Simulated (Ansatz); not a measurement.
# How Pb(110) screens a field, part 2 of 2

Where does the screening charge of Pb(110) sit?

Ansatz 0.2.0; plane-wave DFT, PBE, Ansatz PAW (the session's first sound run).

So far. Step 9 (Single point, field 0.4 V/Å): The dipole is 0.460 e·Å.

### 10. The response

This step: plane-wave DFT, PBE, Ansatz PAW; screening of a field by a metal slab (Ansatz 0.2.0).

The dipoles give the slope, and the difference of two potentials shows where the field is screened.

This step gave:

| Quantity | Value |
| --- | --- |
| equivalent conductor thickness p/(ε₀AE) | 11.97 Å |
| distance between the outer atoms | 8.750 Å |
| inner field over outer field | 0.006562 |
| image plane, upper face | 1.607 Å |
| induced electrons on the upper face over ε₀E | -0.9998 |
| image plane, lower face | 1.607 Å |
| induced electrons on the lower face over ε₀E | 0.9998 |

The dipole of the cell by applied field:

| applied field (V/Å) | dipole of the cell (e·Å) |
| --- | --- |
| -0.200 | -0.229 |
| -0.100 | -0.115 |
| -0.050 | -0.0573 |
| 0.000 | 0 |
| 0.050 | 0.0573 |
| 0.100 | 0.115 |
| 0.200 | 0.229 |
| 0.400 | 0.460 |

Local field over the applied field, running mean. From the potentials at -0.05 and 0.05 V/Å; running mean over 1.75 Å. Local field over applied field against z:

| z (Å) | local field over applied field |
| --- | --- |
| 4.5 | 0.993 |
| 5.0 | 0.984 |
| 5.5 | 0.964 |
| 6.0 | 0.921 |
| 6.5 | 0.837 |
| 7.0 | 0.692 |
| 7.5 | 0.490 |
| 8.0 | 0.283 |
| 8.5 | 0.124 |
| 9.0 | 0.0397 |
| 9.5 | 0.00422 |
| 10.0 | -0.0154 |
| 10.5 | -0.0246 |
| 11.0 | -0.0217 |
| 11.5 | -0.00632 |
| 12.0 | 0.00656 |
| 12.5 | 0.00884 |
| 13.0 | 0.00621 |
| 13.5 | 0.00553 |
| 14.0 | 0.00746 |
| 14.5 | 0.00891 |
| 15.0 | 0.00137 |
| 15.5 | -0.0147 |
| 16.0 | -0.0250 |
| 16.5 | -0.0213 |
| 17.0 | -0.00703 |
| 17.5 | 0.0189 |
| 18.0 | 0.0721 |
| 18.5 | 0.195 |
| 19.0 | 0.383 |
| 19.5 | 0.595 |
| 20.0 | 0.773 |
| 20.5 | 0.886 |
| 21.0 | 0.946 |
| 21.5 | 0.975 |
| 22.0 | 0.989 |
| 22.5 | 0.995 |

Electrons, planar mean, per unit field. Induced electron density against z:

| z (Å) | induced electron density (e/Å³ per V/Å) |
| --- | --- |
| 4.5 | 4.8e-5 |
| 5.0 | 1.1e-4 |
| 5.5 | 2.4e-4 |
| 6.0 | 5.2e-4 |
| 6.5 | 0.00105 |
| 7.0 | 0.00196 |
| 7.5 | 0.00300 |
| 8.0 | 0.00281 |
| 8.5 | 9.5e-4 |
| 9.0 | 2.0e-4 |
| 9.5 | -9.7e-6 |
| 10.0 | 5.3e-4 |
| 10.5 | 6.5e-5 |
| 11.0 | -3.7e-4 |
| 11.5 | -2.6e-4 |
| 12.0 | -1.1e-5 |
| 12.5 | 5.6e-5 |
| 13.0 | 1.0e-4 |
| 13.5 | -5.4e-5 |
| 14.0 | -8.0e-5 |
| 14.5 | -1.5e-5 |
| 15.0 | 1.2e-4 |
| 15.5 | 3.5e-4 |
| 16.0 | 2.3e-4 |
| 16.5 | -4.1e-4 |
| 17.0 | -2.9e-4 |
| 17.5 | -2.8e-5 |
| 18.0 | -5.4e-4 |
| 18.5 | -0.00182 |
| 19.0 | -0.00319 |
| 19.5 | -0.00252 |
| 20.0 | -0.00146 |
| 20.5 | -7.4e-4 |
| 21.0 | -3.6e-4 |
| 21.5 | -1.6e-4 |
| 22.0 | -7.2e-5 |
| 22.5 | -3.1e-5 |

By hand: between -0.05 and 0.05 V/Å the dipole changes by 0.1146 e·Å, a slope of 1.146 e·Å²/V. A perfect conductor of thickness t has p = ε₀AEt, so t = 180.95 × 1.146 / 17.326 = 11.97 Å (e/ε₀ = 180.95 V·Å, A in Å²). Less the 8.75 Å between the outer atoms, and halved, that puts each image plane 1.61 Å out.

The induced dipole is that of a conductor 11.97 Å thick.

### 11. Varying the input: efield.ramp_width = 0.04

This step: plane-wave DFT, PBE, Ansatz PAW (Ansatz 0.2.0).

A run with a changed input: it repeats the earlier run at 0.05 V/Å with efield.ramp_width from 0.06 to 0.04.

The input, input.yaml:

```yaml
crystal:
  lattice:
    - [4.95, 0.0, 0.0]
    - [0.0, 3.5001785669, 0.0]
    - [0.0, 0.0, 26.7504464172]
  atoms:
    - { symbol: Pb, position: [0.5, 0.5, 0.3364429834] }
    - { symbol: Pb, position: [0.0, 0.0, 0.40186579] }
    - { symbol: Pb, position: [0.5, 0.5, 0.4672885967] }
    - { symbol: Pb, position: [0.0, 0.0, 0.5327114033] }
    - { symbol: Pb, position: [0.5, 0.5, 0.59813421] }
    - { symbol: Pb, position: [0.0, 0.0, 0.6635570166] }
kpoints:
  mp_grid: { grid: [10, 14, 1] }
hamiltonian:
  xc: pbe
scf:
  occupations: { method: fermi_dirac, width: 0.1 }
  convergence: { dr2_threshold: 1.0e-10 }
efield:
  axis: 3
  dipole_correction: true
  ramp_position: 0.97
  ramp_width: 0.04
  amplitude: 0.05
output:
  forces: true
  write_potential: true
  write_density: true
  volumetric_format: npy
```

Command:

```bash
$ ansatz run input.yaml --threads 2 --pin off --max-ram 3072MiB --backend cpu --events-out ev --progress --plain --runs-dir out
```

Numbers of over 12 decimals in the logs are rounded to 6 here.

The log of the run:

```text
[...]
Crystal: 6 atoms, lattice volume = 463.475 Å³
Basis set: ecut = 420 eV, 9055 PW (Γ), exchange–correlation on 72×48×360 points (8 copies of the dense FFT grid, shifted against one another)
Bands: 51, of which v1, the nominal top of the filled ones, is band 42 counted from 1 (41 counted from 0)
Symmetry: 4 space group operations
k-points: 48 of 140
[...]
SCF iter  11: F=-71437.729467 eV  HF=-71437.729467 eV  |F-HF|=5.82e-11  |Δ(HF+E_count)|=  2.62e-10  Δρ=5.61e-8  dr2=1.88e-11  ethr=1.00e-12  p=0.057 e·Å  D=2.24e-2 V/Å  ΔV_dip=-0.60 eV  dr2_dipole=4.67e-18  V_vac-E_F(+/−)=4.03/3.38 eV  ⟨swp⟩=7.6  Hψ=13625  notcnv=0
SCF 1 converged in 11 iterations: F = -71437.729467 eV  dr2 = 1.88e-11
[...]
SCF converged after 11 iterations
Free energy (F): -71437.729467 eV
[...]
Internal energy: -71437.617827 eV  (E = F + TS)
E sigma→0 (E₀):  -71437.673647 eV
Entropy (-TS):   -0.111640 eV (-18.607 meV/atom)
Fermi energy:    2.051408 eV
Dipole field:    D = 0.022374 V/Å  (p = 0.057307 e·Å, saw-weighted, corrected)
Work function:   not extracted (applied field tilts the vacuum); planar V_es + V_field profile in the machine report
[...]
--- Forces (eV/Å), atoms counted from 1 ---
  atom   1  Pb     0.00000000     0.00000000     0.19533769
  atom   2  Pb     0.00000000     0.00000000    -0.29857305
  atom   3  Pb     0.00000000     0.00000000    -0.05750847
  atom   4  Pb     0.00000000     0.00000000     0.05975720
  atom   5  Pb     0.00000000     0.00000000     0.29507916
  atom   6  Pb     0.00000000     0.00000000    -0.19409247
  max |Σ_I F_I| component: 6.05e-8 eV/Å
--- Band table (eV; the first three rows and the last of 48) ---
  k-point 0: bands = [... 38 lower, 0.5699, 1.0464, 1.6917, 1.7282, 2.9113, 3.4455, 3.6165, 4.4404, ... 5 higher]
  k-point 1: bands = [... 38 lower, 0.5992, 1.0736, 1.7568, 1.7698, 2.9661, 3.4750, 3.6661, 3.8158, ... 5 higher]
  k-point 2: bands = [... 38 lower, 0.6560, 1.1134, 1.8596, 1.9491, 2.6942, 3.0515, 3.5357, 3.6411, ... 5 higher]
  k-point 47: bands = [... 38 lower, -0.8700, -0.8698, 0.3375, 0.3383, 1.4743, 1.4755, 2.9117, 2.9135, ... 5 higher]
```

Wall time 2.5 min (2 threads of Arm Neoverse N1, shared host); peak memory 1.1 GiB; 5.1 min of CPU time.

Numbers from this step:

* energy at zero smearing: -71437.6736 eV
* dipole along the normal: 0.05731 e·Å

Force by atom:

| atom | x (eV/Å) | y (eV/Å) | z (eV/Å) | size |
| --- | --- | --- | --- | --- |
| Pb1 | 0.000 | 0.000 | 0.195 | 0.195 |
| Pb2 | 0.000 | 0.000 | -0.299 | 0.299 |
| Pb3 | 0.000 | 0.000 | -0.058 | 0.058 |
| Pb4 | 0.000 | 0.000 | 0.060 | 0.060 |
| Pb5 | 0.000 | 0.000 | 0.295 | 0.295 |
| Pb6 | 0.000 | 0.000 | -0.194 | 0.194 |

| quantity | this run | earlier run | difference |
| --- | --- | --- | --- |
| dipole along the normal (e·Å) | 0.05731 | 0.05731 | 2.8e-7 |

The dipole moves by under 0.5 % or 5e-5 e·Å.

### 12. The same run with other settings: hamiltonian.xc = "rpbe"

This step: plane-wave DFT, PBE, Ansatz PAW, but for the change named below (Ansatz 0.2.0).

Another changed input: it repeats the earlier run at 0.05 V/Å with hamiltonian.xc from pbe to rpbe.

Edit input.yaml of step 11 so:

```diff
@@ -15,3 +15,3 @@
 hamiltonian:
-  xc: pbe
+  xc: rpbe
 scf:
@@ -23,3 +23,3 @@
   ramp_position: 0.97
-  ramp_width: 0.04
+  ramp_width: 0.06
   amplitude: 0.05
```

The log of the run:

```text
[...]
Crystal: 6 atoms, lattice volume = 463.475 Å³
Basis set: ecut = 420 eV, 9055 PW (Γ), exchange–correlation on 72×48×360 points (8 copies of the dense FFT grid, shifted against one another)
Bands: 51, of which v1, the nominal top of the filled ones, is band 42 counted from 1 (41 counted from 0)
Symmetry: 4 space group operations
k-points: 48 of 140
[...]
SCF iter  11: F=-71529.395028 eV  HF=-71529.395028 eV  |F-HF|=2.91e-11  |Δ(HF+E_count)|=  4.51e-10  Δρ=1.07e-7  dr2=8.31e-11  ethr=1.00e-12  p=0.057 e·Å  D=2.24e-2 V/Å  ΔV_dip=-0.60 eV  dr2_dipole=1.12e-13  V_vac-E_F(+/−)=3.89/3.27 eV  ⟨swp⟩=12.6  Hψ=15747  notcnv=0
SCF 1 converged in 11 iterations: F = -71529.395028 eV  dr2 = 8.31e-11
[...]
WARN: The output density's exchange-correlation potential varies sharply where the density is thin. Do not read a vacuum level from v_tot or v_xc, or from such a field of the output density. On a cell that repeats whose density bears no net charge and no dipole along the vacuum's axis use v_es (v_loc + v_h of the components); under efield.dipole_correction with no amplitude use v_es + v_field, which holds any externa [...]
SCF converged after 11 iterations
Free energy (F): -71529.395028 eV
[...]
Internal energy: -71529.283825 eV  (E = F + TS)
E sigma→0 (E₀):  -71529.339427 eV
Entropy (-TS):   -0.111203 eV (-18.534 meV/atom)
Fermi energy:    2.180682 eV
Dipole field:    D = 0.022431 V/Å  (p = 0.057454 e·Å, saw-weighted, corrected)
Work function:   not extracted (applied field tilts the vacuum); planar V_es + V_field profile in the machine report
[...]
--- Forces (eV/Å), atoms counted from 1 ---
  atom   1  Pb     0.00000000     0.00000000     0.05319806
  atom   2  Pb     0.00000000     0.00000000    -0.32898702
  atom   3  Pb     0.00000000     0.00000000    -0.05707080
  atom   4  Pb     0.00000000     0.00000000     0.05932690
  atom   5  Pb     0.00000000     0.00000000     0.32548798
  atom   6  Pb     0.00000000     0.00000000    -0.05195512
  max |Σ_I F_I| component: 2.05e-9 eV/Å
--- Band table (eV; the first three rows and the last of 48) ---
  k-point 0: bands = [... 38 lower, 0.6954, 1.1703, 1.8160, 1.8594, 3.0373, 3.5762, 3.7460, 4.5792, ... 5 higher]
  k-point 1: bands = [... 38 lower, 0.7248, 1.1980, 1.8812, 1.9007, 3.0928, 3.6054, 3.7959, 3.9486, ... 5 higher]
  k-point 2: bands = [... 38 lower, 0.7819, 1.2396, 1.9900, 2.0738, 2.8206, 3.1816, 3.6614, 3.7694, ... 5 higher]
  k-point 47: bands = [... 38 lower, -0.7472, -0.7470, 0.4617, 0.4625, 1.5981, 1.5994, 3.0422, 3.0440, ... 5 higher]
```

It took 2.3 min on 2 threads; peak memory 1.1 GiB; 4.6 min of CPU time.

This step gave:

```yaml
energy_at_zero_smearing: -71529.3394 eV
dipole_along_the_normal: 0.05745 e·Å
```

Force by atom:

| atom | x (eV/Å) | y (eV/Å) | z (eV/Å) | size |
| --- | --- | --- | --- | --- |
| Pb1 | 0.000 | 0.000 | 0.053 | 0.053 |
| Pb2 | 0.000 | 0.000 | -0.329 | 0.329 |
| Pb3 | 0.000 | 0.000 | -0.057 | 0.057 |
| Pb4 | 0.000 | 0.000 | 0.059 | 0.059 |
| Pb5 | 0.000 | 0.000 | 0.325 | 0.325 |
| Pb6 | 0.000 | 0.000 | -0.052 | 0.052 |

| quantity | this run | earlier run | difference |
| --- | --- | --- | --- |
| dipole along the normal (e·Å) | 0.05745 | 0.05731 | 1.5e-4 |

The dipole moves by under 0.5 % or 5e-5 e·Å.

### 13. Results

```yaml
work_function: 3.73 eV
image_plane_upper_face: 1.61 Å
induced_electrons_on_the_upper_face_over_eps_0e: -1.000
equivalent_conductor_thickness_p_eps_0ae: 12.0 Å
inner_field_over_outer_field: 0.00656
```

What this shows: The induced charge has its centre 1.61 Å outside the outermost atoms; this is the plane from which a capacitor's gap or an image potential counts. The equivalent conductor thickness exceeds the distance between the outer atoms by 3.22 Å, about the sum of the two image-plane distances. In the middle of the slab the field is screened to under 2 % of its outer value. The atoms are held at bulk positions with the tabulated experimental lattice constant.

[Logs are printed without paths, hosts, clocks, repeated set-up lines and the standing remarks that a program may print on its own settings, such as how far it seeks lower states.]

[Hosts, paths, dates, database ids (printed as entryN), source tags and the programs' standing remarks are cut or masked in the printed files.]

[Maps of the electrostatic potential energy from Ansatz leave out the sawtooth potential of an applied field or a dipole correction, so their vacuum need not be flat; planar profiles and work functions include it.]
